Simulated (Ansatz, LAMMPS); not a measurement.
**A faulty run on liquid tetramethoxysilane at 280 K (105 atoms)**

Program: Ansatz 0.2.0. The cell: 20 C, 20 O, 5 Si and 60 H.

input.yaml reads:

```yaml
crystal:
  lattice:
    - [10.70579, 0.0, 0.0]
    - [0.0, 10.70579, 0.0]
    - [0.0, 0.0, 10.70579]
  atoms:
    - { symbol: C, position: [0.63774, 0.9909, 0.3082] }
    - { symbol: O, position: [0.56559, 0.877, 0.3085] }
    - { symbol: Si, position: [0.60523, 0.7466, 0.23964] }
    - { symbol: O, position: [0.47944, 0.67873, 0.18032] }
    - { symbol: C, position: [0.41679, 0.73864, 0.08355] }
    - { symbol: O, position: [0.70019, 0.78128, 0.12338] }
    - { symbol: C, position: [0.82614, 0.73676, 0.13492] }
    - { symbol: O, position: [0.6657, 0.64921, 0.34353] }
    - { symbol: C, position: [0.56774, 0.5892, 0.41554] }
    - { symbol: H, position: [0.69287, 0.9983, 0.22155] }
    - { symbol: H, position: [0.57191, 0.06979, 0.32539] }
    - { symbol: H, position: [0.70589, 0.99625, 0.38214] }
    - { symbol: H, position: [0.47447, 0.75346, 0.99981] }
    - { symbol: H, position: [0.39303, 0.82875, 0.12131] }
    - { symbol: H, position: [0.3367, 0.68325, 0.05701] }
    - { symbol: H, position: [0.82225, 0.63208, 0.14136] }
    - { symbol: H, position: [0.86683, 0.77165, 0.22266] }
    - { symbol: H, position: [0.87838, 0.76608, 0.05691] }
    [... 81 atom lines left out ...]
    - { symbol: H, position: [0.97545, 0.77082, 0.82463] }
    - { symbol: H, position: [0.11804, 0.75377, 0.89919] }
    - { symbol: H, position: [0.03224, 0.90007, 0.89137] }
    - { symbol: H, position: [0.981, 0.02134, 0.63483] }
    - { symbol: H, position: [0.09338, 0.06083, 0.51657] }
    - { symbol: H, position: [0.02139, 0.18779, 0.59465] }
kpoints:
  mp_grid: { grid: [1, 1, 1] }
hamiltonian:
  xc: b3-lyp
  dispersion: d4
scf:
  occupations: { method: fixed }
  max_iter: 75
output:
  forces: true
```

Run with:

```bash
ansatz run input.yaml --threads 4 --pin off --max-ram 8192MiB --backend cpu --events-out ev --progress --plain --runs-dir out
```

The log of the run:

```text
Error: YAML parse error: error: line 115 column 7: hamiltonian.xc: unknown variant `b3-lyp`, expected one of `lda`, `lda-pw`, `pw92`, `pbe`, `pbesol`, `rpbe`, `revpbe`, `blyp`, `pbe0`, `revpbe0`, `b3lyp`, `b3lyp5`, `hse06`, `wpbeh`, `hiss`, `lc_wpbe`, `cam_b3lyp`, `hf`, `r2scan`, `r2scanh`, `r2scan0`, `r2scan50`, `mr2scan`
   --> <input>:115:7
    |
113 |   mp_grid: { grid: [1, 1, 1] }
114 | hamiltonian:
115 |   xc: b3-lyp
    |       ^ hamiltonian.xc: unknown variant `b3-lyp`, expected one of `lda`, `lda-pw`, `pw92`, `pbe`, `pbesol`, `rpbe`, `revpbe`, `blyp`, `pbe0`, `revpbe0`, `b3lyp`, `b3lyp5`, `hse06`, `wpbeh`, `hiss`, `lc_wpbe`, `cam_b3lyp`, `hf`, `r2scan`, `r2scanh`, `r2scan0`, `r2scan50`, `mr2scan`
116 |   dispersion: d4
117 | scf:
    |
```

The job ended after 0.02 s (4 threads of Intel Xeon Platinum 8488C (Sapphire Rapids), shared host; peak memory 0.03 GiB).

What is at fault here, and what would mend it?

An unknown functional: hamiltonian.xc = "b3-lyp".

The fix is to type the functional by a name that the program lists.

The program refused it before any cycle.

[Logs are printed without paths, hosts, clocks, repeated set-up lines and the standing remarks that a program may print on its own settings, such as how far it seeks lower states.]

[Hosts, paths, dates, database ids (printed as entryN), source tags and the programs' standing remarks are cut or masked in the printed files.]
